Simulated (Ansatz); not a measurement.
## S on Ta(110): change of the work function

How does S on the hollow site change the work function of Ta(110) as the layer fills?

Main program and level: Ansatz 0.2.0; plane-wave DFT, PBE, Ansatz PAW.

### Step 1. The structure

The cell holds 4 atoms: 4 Ta. Cell: a = 2.867 Å, b = 2.867 Å, c = 25.022 Å, α = 90.0°, β = 90.0°, γ = 70.5°. Vacuum lies along c.

### Step 2. The clean slab

The bare slab comes first, as the zero from which every change is counted. The two lowest layers are held at bulk places and the upper ones relax. The dipole correction removes the false field that a one-sided slab makes across the periodic vacuum, so each face gets a flat vacuum level of its own.

Input file input.yaml:

```yaml
crystal:
  lattice:
    - [2.3405234457, -1.655, 0.0]
    - [2.3405234457, 1.655, 0.0]
    - [0.0, 0.0, 25.0215703372]
  atoms:
    - { symbol: Ta, position: [0.0, 0.0, 0.3596896549] }
    - { symbol: Ta, position: [0.5, 0.5, 0.453229885] }
    - { symbol: Ta, position: [0.0, 0.0, 0.546770115] }
    - { symbol: Ta, position: [0.5, 0.5, 0.6403103451] }
kpoints:
  mp_grid: { grid: [12, 12, 1] }
hamiltonian:
  xc: pbe
scf:
  occupations: { method: fermi_dirac, width: 0.1 }
  convergence: { dr2_threshold: 1.0e-08 }
efield:
  axis: 3
  dipole_correction: true
  ramp_position: 0.97
  ramp_width: 0.06
relax:
  f_tol: 0.02
  max_steps: 60
  constraints: [{ sites: [0, 1] }]
output:
  write_potential: true
  write_density: true
  volumetric_format: npy
```

Command:

```bash
$ ansatz run input.yaml --threads 4 --pin off --max-ram 6144MiB --backend cpu --events-out ev --progress --plain --runs-dir out
```

Numbers of over 12 decimals in the logs are rounded to 6 here.

The program printed:

```text
Engine: ansatz 0.2.0, aarch64-unknown-linux-gnu
Pseudopotentials: kind: paw
Pseudopotential: Ta, paw, valence charge 13, recommended cutoff 420 eV (normal), Ta.paw.azcp
Functional definition: PBE
  parameter kappa = 0.804
  parameter beta = 0.066725
  exchange = pbe_x(kappa = kappa, mu = beta*pi^2/3)
  correlation = pbe_c(beta = beta)
Crystal: 4 atoms, lattice volume = 193.845 Å³
Basis set: ecut = 420 eV, 3793 PW (Γ), exchange–correlation on 40×40×360 points (8 copies of the dense FFT grid, shifted against one another)
Bands: 32, of which v1, the nominal top of the filled ones, is band 26 counted from 1 (25 counted from 0)
Symmetry: 4 space group operations
k-points: 43 of 144
Non-local potential: Ta, projectors of the file, l = 0: 3, l = 1: 2, l = 2: 2, l = 3: 1
PAW form: soft (Blöchl's): semilocal exchange-correlation on the pseudo side does not see the compensation charge
PAW one-centre angular grid: Ta, 590 points (default); XC on 64 Gauss nodes
Initial density: superposition of atomic densities (neutral atoms: chi_scale 0, normalization atom), corrected by the library's trained network
Initial wavefunctions: pseudopotential atomic-orbital guess
Functional: x = pbe(κ = 0.804, μ = 0.219515), c = pbe(β = 0.066725)
SCF iter   1: F=—  HF=-39726.805781 eV  |F-HF|=—  |Δ(HF+E_count)|=         —  Δρ=5.76e-3  dr2=1.31e0  ethr=1.77e-3  p=0.000 e·Å  D=2.87e-15 V/Å  ΔV_dip=-0.00 eV  dr2_dipole=3.97e-7  V_vac-E_F(+/−)=4.99/4.99 eV  ⟨swp⟩=7.2  Hψ=6700  notcnv=0
efield: sawtooth ramp at fractional position 0.9700 (set: `efield.ramp_position`, or a place that a band, a saddle search or an elastic batch's reference lends), width 0.0600; the density the first Hamiltonian is built on has a dipole p = 0.000 e·Å; the dipole correction subtracts the counter field D = 2.87e-15 V/Å, which shifts the + side's vacuum level by -0.00 eV against the − side's; the planar-averaged density in the ramp window peaks in size at 1.7e-5 e/Å³
preconditioner: auto → LDOS  [metal: Δε(μ)=0.027 eV  Ē_g=3.845 eV  σ=0.100 eV  W_gap=0.07  n_scr=16 (ndim 8)  ℏωp=11.9 eV  f_vac=0.544  D(μ)=5.69/eV (n_scr^D=18)  β→1.0]
SCF iter   2: F=—  HF=-39726.762829 eV  |F-HF|=—  |Δ(HF+E_count)|=   4.30e-2  Δρ=1.63e-3  dr2=8.36e-3  ethr=1.77e-3  p=0.000 e·Å  D=1.67e-5 V/Å  ΔV_dip=-0.00 eV  dr2_dipole=3.15e-7  V_vac-E_F(+/−)=4.81/4.81 eV  ⟨swp⟩=1.4  Hψ=1741  notcnv=0
SCF iter   3: F=—  HF=-39726.763830 eV  |F-HF|=—  |Δ(HF+E_count)|=   1.00e-3  Δρ=5.10e-4  dr2=2.77e-3  ethr=1.61e-5  p=0.000 e·Å  D=3.06e-6 V/Å  ΔV_dip=-0.00 eV  dr2_dipole=3.35e-9  V_vac-E_F(+/−)=4.83/4.83 eV  ⟨swp⟩=2.9  Hψ=2823  notcnv=0
SCF iter   4: F=—  HF=-39726.763797 eV  |F-HF|=—  |Δ(HF+E_count)|=   3.32e-5  Δρ=1.73e-4  dr2=1.10e-4  ethr=5.34e-6  p=0.000 e·Å  D=2.16e-6 V/Å  ΔV_dip=-0.00 eV  dr2_dipole=4.75e-12  V_vac-E_F(+/−)=4.82/4.82 eV  ⟨swp⟩=2.3  Hψ=2226  notcnv=0
SCF iter   5: F=—  HF=-39726.763802 eV  |F-HF|=—  |Δ(HF+E_count)|=   5.00e-6  Δρ=5.33e-5  dr2=4.45e-6  ethr=2.12e-7  p=0.000 e·Å  D=1.34e-6 V/Å  ΔV_dip=-0.00 eV  dr2_dipole=4.23e-11  V_vac-E_F(+/−)=4.81/4.81 eV  ⟨swp⟩=2.5  Hψ=2216  notcnv=0
SCF iter   6: F=—  HF=-39726.763676 eV  |F-HF|=—  |Δ(HF+E_count)|=   1.25e-4  Δρ=2.05e-5  dr2=1.62e-6  ethr=8.57e-9  p=0.000 e·Å  D=6.97e-7 V/Å  ΔV_dip=-0.00 eV  dr2_dipole=2.92e-13  V_vac-E_F(+/−)=4.81/4.81 eV  ⟨swp⟩=2.7  Hψ=2519  notcnv=0
SCF iter   7: F=—  HF=-39726.763677 eV  |F-HF|=—  |Δ(HF+E_count)|=   4.16e-7  Δρ=5.04e-6  dr2=4.42e-8  ethr=3.12e-9  p=0.000 e·Å  D=3.02e-7 V/Å  ΔV_dip=-0.00 eV  dr2_dipole=1.73e-12  V_vac-E_F(+/−)=4.81/4.81 eV  ⟨swp⟩=2.7  Hψ=2586  notcnv=0
SCF iter   8: F=-39726.763677 eV  HF=-39726.763677 eV  |F-HF|=1.95e-8  |Δ(HF+E_count)|=   7.49e-8  Δρ=1.58e-6  dr2=3.85e-9  ethr=1.92e-11  p=0.000 e·Å  D=1.31e-7 V/Å  ΔV_dip=-0.00 eV  dr2_dipole=1.82e-13  V_vac-E_F(+/−)=4.81/4.81 eV  ⟨swp⟩=10.9  Hψ=10415  notcnv=0
SCF 1 converged in 8 iterations: F = -39726.763677 eV  dr2 = 3.85e-9
  greatest PAW one-centre occupation: 0.999 electrons in one spin orbital (limit 2), on the Ta atom at site 0 (counted from 0), in its partial waves of l = 0
relax step   1: F+E_penalty+E_count = -39726.76367691 eV  Δ(F+E_penalty+E_count) = +0.000e0 eV  max|allowed force component| = 4.148e-1 eV/Å  Δτ_max = 0.0000 Å  (8 SCF iters, accepted)
Initial density: handed on by an earlier stage of this run
Initial wavefunctions: those handed on with the density
iter 1 solved again at ethr=2.39e-3 eV; its pass at ethr=3.10e-3 eV (dr2=1.24e0 eV) is discarded
SCF iter   1: F=—  HF=-39726.839725 eV  |F-HF|=—  |Δ(HF+E_count)|=         —  Δρ=9.90e-3  dr2=1.15e0  ethr=2.39e-3  p=0.000 e·Å  D=1.07e-6 V/Å  ΔV_dip=-0.00 eV  dr2_dipole=5.18e-3  V_vac-E_F(+/−)=4.85/4.85 eV  ⟨swp⟩=1.1  Hψ=5524  notcnv=0
efield: sawtooth ramp at fractional position 0.9700 (set: `efield.ramp_position`, or a place that a band, a saddle search or an elastic batch's reference lends), width 0.0600; the density the first Hamiltonian is built on has a dipole p = 0.000 e·Å; the dipole correction subtracts the counter field D = 1.07e-6 V/Å, which shifts the + side's vacuum level by -0.00 eV against the − side's; the planar-averaged density in the ramp window peaks in size at 9.3e-6 e/Å³
preconditioner: auto → LDOS  [metal: Δε(μ)=0.002 eV  Ē_g=3.957 eV  σ=0.100 eV  W_gap=0.00  n_scr=16 (ndim 8)  ℏωp=11.9 eV  f_vac=0.555  D(μ)=5.52/eV (n_scr^D=18)  β→1.0]
SCF iter   2: F=—  HF=-39726.769057 eV  |F-HF|=—  |Δ(HF+E_count)|=   7.07e-2  Δρ=5.59e-3  dr2=2.66e-1  ethr=2.21e-3  p=0.012 e·Å  D=1.12e-2 V/Å  ΔV_dip=-0.28 eV  dr2_dipole=6.71e-3  V_vac-E_F(+/−)=4.53/4.81 eV  ⟨swp⟩=3.0  Hψ=2184  notcnv=0
SCF iter   3: F=—  HF=-39726.745759 eV  |F-HF|=—  |Δ(HF+E_count)|=   2.33e-2  Δρ=1.82e-3  dr2=2.99e-2  ethr=5.11e-4  p=0.006 e·Å  D=5.53e-3 V/Å  ΔV_dip=-0.14 eV  dr2_dipole=1.11e-3  V_vac-E_F(+/−)=4.69/4.83 eV  ⟨swp⟩=3.1  Hψ=2953  notcnv=0
SCF iter   4: F=—  HF=-39726.742032 eV  |F-HF|=—  |Δ(HF+E_count)|=   3.73e-3  Δρ=4.37e-4  dr2=8.85e-4  ethr=5.74e-5  p=0.006 e·Å  D=5.97e-3 V/Å  ΔV_dip=-0.15 eV  dr2_dipole=2.49e-5  V_vac-E_F(+/−)=4.67/4.82 eV  ⟨swp⟩=2.3  Hψ=2120  notcnv=0
SCF iter   5: F=—  HF=-39726.742227 eV  |F-HF|=—  |Δ(HF+E_count)|=   1.95e-4  Δρ=1.46e-4  dr2=1.02e-4  ethr=1.70e-6  p=0.006 e·Å  D=5.82e-3 V/Å  ΔV_dip=-0.15 eV  dr2_dipole=1.05e-5  V_vac-E_F(+/−)=4.68/4.82 eV  ⟨swp⟩=2.2  Hψ=2050  notcnv=0
SCF iter   6: F=—  HF=-39726.742256 eV  |F-HF|=—  |Δ(HF+E_count)|=   2.93e-5  Δρ=4.66e-5  dr2=2.46e-5  ethr=1.96e-7  p=0.006 e·Å  D=5.53e-3 V/Å  ΔV_dip=-0.14 eV  dr2_dipole=6.35e-6  V_vac-E_F(+/−)=4.68/4.82 eV  ⟨swp⟩=2.4  Hψ=2107  notcnv=0
SCF iter   7: F=—  HF=-39726.742246 eV  |F-HF|=—  |Δ(HF+E_count)|=   1.02e-5  Δρ=1.66e-5  dr2=2.34e-6  ethr=4.72e-8  p=0.006 e·Å  D=5.42e-3 V/Å  ΔV_dip=-0.14 eV  dr2_dipole=1.74e-8  V_vac-E_F(+/−)=4.69/4.82 eV  ⟨swp⟩=2.3  Hψ=1764  notcnv=0
SCF iter   8: F=—  HF=-39726.742124 eV  |F-HF|=—  |Δ(HF+E_count)|=   1.22e-4  Δρ=4.53e-6  dr2=6.34e-8  ethr=4.51e-9  p=0.006 e·Å  D=5.34e-3 V/Å  ΔV_dip=-0.13 eV  dr2_dipole=2.64e-9  V_vac-E_F(+/−)=4.69/4.82 eV  ⟨swp⟩=2.0  Hψ=1815  notcnv=0
SCF iter   9: F=—  HF=-39726.742124 eV  |F-HF|=—  |Δ(HF+E_count)|=   6.07e-8  Δρ=1.58e-6  dr2=1.93e-8  ethr=1.92e-11  p=0.006 e·Å  D=5.32e-3 V/Å  ΔV_dip=-0.13 eV  dr2_dipole=5.06e-9  V_vac-E_F(+/−)=4.69/4.82 eV  ⟨swp⟩=11.3  Hψ=10973  notcnv=0
SCF iter  10: F=-39726.742124 eV  HF=-39726.742124 eV  |F-HF|=1.79e-9  |Δ(HF+E_count)|=   1.34e-8  Δρ=5.81e-7  dr2=1.34e-9  ethr=1.92e-11  p=0.006 e·Å  D=5.31e-3 V/Å  ΔV_dip=-0.13 eV  dr2_dipole=4.40e-10  V_vac-E_F(+/−)=4.69/4.82 eV  ⟨swp⟩=10.0  Hψ=9405  notcnv=0
SCF 2 converged in 10 iterations: F = -39726.742124 eV  dr2 = 1.34e-9
  greatest PAW one-centre occupation: 1.000 electrons in one spin orbital (limit 2), on the Ta atom at site 3 (counted from 0), in its partial waves of l = 0
relax step   2: F+E_penalty+E_count = -39726.74212442 eV  Δ(F+E_penalty+E_count) = +2.155e-2 eV  max|allowed force component| = 7.793e-1 eV/Å  Δτ_max = 0.1926 Å  (10 SCF iters, rejected (line search))
iter 1 solved again at ethr=8.38e-4 eV; its pass at ethr=3.10e-3 eV (dr2=4.36e-1 eV) is discarded
SCF iter   1: F=—  HF=-39726.815846 eV  |F-HF|=—  |Δ(HF+E_count)|=         —  Δρ=5.63e-3  dr2=4.24e-1  ethr=8.38e-4  p=0.006 e·Å  D=5.31e-3 V/Å  ΔV_dip=-0.13 eV  dr2_dipole=4.73e-3  V_vac-E_F(+/−)=4.67/4.80 eV  ⟨swp⟩=1.2  Hψ=4821  notcnv=0
efield: sawtooth ramp at fractional position 0.9700 (set: `efield.ramp_position`, or a place that a band, a saddle search or an elastic batch's reference lends), width 0.0600; the density the first Hamiltonian is built on has a dipole p = 0.006 e·Å; the dipole correction subtracts the counter field D = 5.31e-3 V/Å, which shifts the + side's vacuum level by -0.13 eV against the − side's; the planar-averaged density in the ramp window peaks in size at 5.6e-6 e/Å³
preconditioner: auto → LDOS  [metal: Δε(μ)=0.011 eV  Ē_g=3.847 eV  σ=0.100 eV  W_gap=0.03  n_scr=16 (ndim 8)  ℏωp=11.9 eV  f_vac=0.548  D(μ)=5.97/eV (n_scr^D=30)  β→1.0]
SCF iter   2: F=—  HF=-39726.790129 eV  |F-HF|=—  |Δ(HF+E_count)|=   2.57e-2  Δρ=3.00e-3  dr2=5.27e-2  ethr=8.15e-4  p=-0.002 e·Å  D=-1.66e-3 V/Å  ΔV_dip=0.04 eV  dr2_dipole=2.68e-3  V_vac-E_F(+/−)=4.86/4.82 eV  ⟨swp⟩=2.7  Hψ=2118  notcnv=0
SCF iter   3: F=—  HF=-39726.784849 eV  |F-HF|=—  |Δ(HF+E_count)|=   5.28e-3  Δρ=1.14e-3  dr2=1.41e-2  ethr=1.01e-4  p=0.002 e·Å  D=2.13e-3 V/Å  ΔV_dip=-0.05 eV  dr2_dipole=1.26e-3  V_vac-E_F(+/−)=4.77/4.82 eV  ⟨swp⟩=2.8  Hψ=2591  notcnv=0
SCF iter   4: F=—  HF=-39726.783334 eV  |F-HF|=—  |Δ(HF+E_count)|=   1.52e-3  Δρ=3.41e-4  dr2=1.45e-3  ethr=2.72e-5  p=0.002 e·Å  D=1.77e-3 V/Å  ΔV_dip=-0.04 eV  dr2_dipole=2.49e-4  V_vac-E_F(+/−)=4.77/4.82 eV  ⟨swp⟩=2.0  Hψ=1772  notcnv=0
SCF iter   5: F=—  HF=-39726.783268 eV  |F-HF|=—  |Δ(HF+E_count)|=   6.56e-5  Δρ=1.01e-4  dr2=7.32e-5  ethr=2.78e-6  p=0.002 e·Å  D=1.73e-3 V/Å  ΔV_dip=-0.04 eV  dr2_dipole=4.36e-6  V_vac-E_F(+/−)=4.77/4.82 eV  ⟨swp⟩=2.1  Hψ=1774  notcnv=0
SCF iter   6: F=—  HF=-39726.783249 eV  |F-HF|=—  |Δ(HF+E_count)|=   1.90e-5  Δρ=2.91e-5  dr2=2.16e-6  ethr=1.41e-7  p=0.002 e·Å  D=1.85e-3 V/Å  ΔV_dip=-0.05 eV  dr2_dipole=9.87e-8  V_vac-E_F(+/−)=4.77/4.82 eV  ⟨swp⟩=2.8  Hψ=2503  notcnv=0
SCF iter   7: F=—  HF=-39726.783127 eV  |F-HF|=—  |Δ(HF+E_count)|=   1.22e-4  Δρ=1.01e-5  dr2=3.48e-7  ethr=4.15e-9  p=0.002 e·Å  D=1.92e-3 V/Å  ΔV_dip=-0.05 eV  dr2_dipole=1.11e-8  V_vac-E_F(+/−)=4.77/4.82 eV  ⟨swp⟩=2.3  Hψ=2301  notcnv=0
SCF iter   8: F=—  HF=-39726.783127 eV  |F-HF|=—  |Δ(HF+E_count)|=   2.34e-7  Δρ=2.98e-6  dr2=4.09e-8  ethr=6.70e-10  p=0.002 e·Å  D=1.98e-3 V/Å  ΔV_dip=-0.05 eV  dr2_dipole=1.09e-10  V_vac-E_F(+/−)=4.77/4.82 eV  ⟨swp⟩=2.3  Hψ=2073  notcnv=0
SCF iter   9: F=-39726.783127 eV  HF=-39726.783127 eV  |F-HF|=3.39e-9  |Δ(HF+E_count)|=   3.83e-8  Δρ=1.03e-6  dr2=5.51e-9  ethr=1.92e-11  p=0.002 e·Å  D=1.99e-3 V/Å  ΔV_dip=-0.05 eV  dr2_dipole=6.10e-10  V_vac-E_F(+/−)=4.77/4.82 eV  ⟨swp⟩=10.8  Hψ=10464  notcnv=0
SCF 3 converged in 9 iterations: F = -39726.783127 eV  dr2 = 5.51e-9
relax step   3: F+E_penalty+E_count = -39726.78312741 eV  Δ(F+E_penalty+E_count) = -1.945e-2 eV  max|allowed force component| = 1.779e-2 eV/Å  Δτ_max = 0.0888 Å  (9 SCF iters, accepted)
NSCF: frozen V_eff on 43 k-points
the band table was solved once a step of the walk had ended and its energy, with any forces and stress, was formed, with the checks that follow a solve (7258 applications of the Hamiltonian). They found nothing against the state; the energy, forces and stress were not computed again (output.eigenvalues in the input reference)
WARN: The output density's exchange-correlation potential varies sharply where the density is thin. Do not read a vacuum level from v_tot or v_xc, or from such a field of the output density. On a cell that repeats whose density bears no net charge and no dipole along the vacuum's axis use v_es (v_loc + v_h of the components); under efield.dipole_correction with no amplitude use v_es + v_field, which holds any externa [...]
SCF converged after 9 iterations
Free energy (F): -39726.783127 eV
Harris-Foulkes:  -39726.783127 eV  (|F-HF|=3.39e-9)
Internal energy: -39726.594280 eV  (E = F + TS)
E sigma→0 (E₀):  -39726.688704 eV
Entropy (-TS):   -0.188848 eV (-47.212 meV/atom)
Fermi energy:    4.106388 eV
Dipole field:    D = 0.002028 V/Å  (p = 0.002172 e·Å, saw-weighted, corrected)
Work function:   Φ+ = 4.7668 eV   Φ− = 4.8176 eV
Levels:          The Fermi level and band energies are counted from a zero that moves with the ramp; work functions are not
--- Per-component energies (eV) ---
  E_band       = -1175.816873
  E_kinetic    = 1457.922004
  E_local      = -55624.545187  (includes V_loc(G=0)·N_el)
  E_nonlocal   = 59.651063
  E_hartree    = 27096.646443
  E_xc         = -870.143284
  E_vxc        = -811.251716  (∫ρ·V_xc dr)
  E_paw        = -33585.914433  (= ΣΔE_a)
  E_vpaw       = -450.895849  (= ΣTr[D̂ρ^β])
  E_aug_tail   = 0.000571  (compensation charges beyond the density's cutoff)
  E_efield     = 0.000002  (sawtooth field / dipole correction)
  E_vefield    = 0.002282  (∫n·V_field dr)
  E_ewald      = 21739.788541
  E_smearing   = -0.188848  (= −TS)
  E_closure    = -0.000000  (closes the sum)
  Σ components = -39726.783127   (vs F -39726.783127, Δ=0.00e0)
--- Forces (eV/Å), atoms counted from 1 ---
  atom   1  Ta     0.00000000     0.00000000     0.43128867
  atom   2  Ta     0.00000000     0.00000000    -0.43322402
  atom   3  Ta     0.00000000     0.00000000    -0.01585177
  atom   4  Ta     0.00000000     0.00000000     0.01778526
  max |Σ_I F_I| component: 1.87e-6 eV/Å
--- Band table (eV; the first three rows and the last of 43) ---
  k-point 0: bands = [... 22 lower, 3.5859, 3.8018, 3.9092, 4.4738, 4.5203, 4.6621, 5.1191, 5.3470, ... 2 higher]
  k-point 1: bands = [... 22 lower, 3.5025, 3.7840, 3.9078, 4.2606, 4.4534, 4.7338, 5.0508, 5.2065, ... 2 higher]
  k-point 2: bands = [... 22 lower, 3.3305, 3.6231, 3.8165, 3.9022, 4.1304, 4.4107, 5.2264, 5.4658, ... 2 higher]
  k-point 42: bands = [... 22 lower, 2.9030, 3.3565, 4.2352, 5.6752, 5.9858, 6.4812, 6.5254, 6.5718, ... 2 higher]
--- Relaxed structure (3 steps of the walk, 2 accepted, 0 SCFs on fresh bases) ---
  F+E_penalty+E_count = -39726.78312741 eV   max|allowed force component| = 1.779e-2 eV/Å
  atoms:
    - { symbol: Ta, position: [0.0, 0.0, 0.3596896549] }
    - { symbol: Ta, position: [0.5, 0.5, 0.453230] }
    - { symbol: Ta, position: [0.0, 0.0, 0.546866] }
    - { symbol: Ta, position: [0.5, 0.5, 0.636762] }
```

Run time: 21 s. Hardware: 4 threads of Arm Neoverse V1, shared host; peak memory 0.57 GiB.

The steps of the relaxation:

| step | energy less that of the first step (eV) | largest force component (eV/Å) |
| --- | --- | --- |
| 1 | 0.0000 | 0.4148 |
| 2 | 0.0216 | 0.7793 |
| 3 | -0.0194 | 0.0178 |

Relaxation step 2 was tried and not accepted.

The run keeps the 4 symmetry operations that it works with, so distortions that break them were not tested.

The atoms that moved most (Å):

| atom | dx | dy | dz | length |
| --- | --- | --- | --- | --- |
| Ta4 | 0.000 | 0.000 | -0.089 | 0.089 |

Final coordinates:

```xyz
4
Lattice="2.3405 -1.6550 0.0000 2.3405 1.6550 0.0000 0.0000 0.0000 25.0216" Properties=species:S:1:pos:R:3
Ta    0.0000    0.0000    9.0000
Ta    2.3405    0.0000   11.3405
Ta    0.0000    0.0000   13.6834
Ta    2.3405    0.0000   15.9328
```

Numbers from this step:

| Quantity | Value |
| --- | --- |
| energy at zero smearing | -39726.6887 eV |
| work function, upper face | 4.767 eV |
| work function, lower face | 4.818 eV |
| dipole along the normal | 0.002172 e·Å |
| step between the vacuum levels | -0.05074 eV |

Running mean over 2.341 Å of the planar mean; the ramp of the sawtooth is left out. Table of electron's electrostatic potential energy less the Fermi level by z:

| z (Å) | electron's electrostatic potential energy less the Fermi level (eV) |
| --- | --- |
| 4 | 4.82 |
| 5 | 4.80 |
| 6 | 4.62 |
| 7 | 2.96 |
| 8 | -5.19 |
| 9 | -10.1 |
| 10 | -10.0 |
| 11 | -9.98 |
| 12 | -9.96 |
| 13 | -9.96 |
| 14 | -10.3 |
| 15 | -10.9 |
| 16 | -10.1 |
| 17 | -4.55 |
| 18 | 3.18 |
| 19 | 4.60 |
| 20 | 4.75 |
| 21 | 4.77 |

The relaxation took 3 steps and lowered the energy by 0.019 eV; the largest force on the free atoms ends at 0.018 eV/Å.

The work function of the upper face is 4.77 eV.

[end of part 1 of 3]

[Logs are printed without paths, hosts, clocks, repeated set-up lines and the standing remarks that a program may print on its own settings, such as how far it seeks lower states.]

[Hosts, paths, dates, database ids (printed as entryN), source tags and the programs' standing remarks are cut or masked in the printed files.]

[Maps of the electrostatic potential energy from Ansatz leave out the sawtooth potential of an applied field or a dipole correction, so their vacuum need not be flat; planar profiles and work functions include it.]
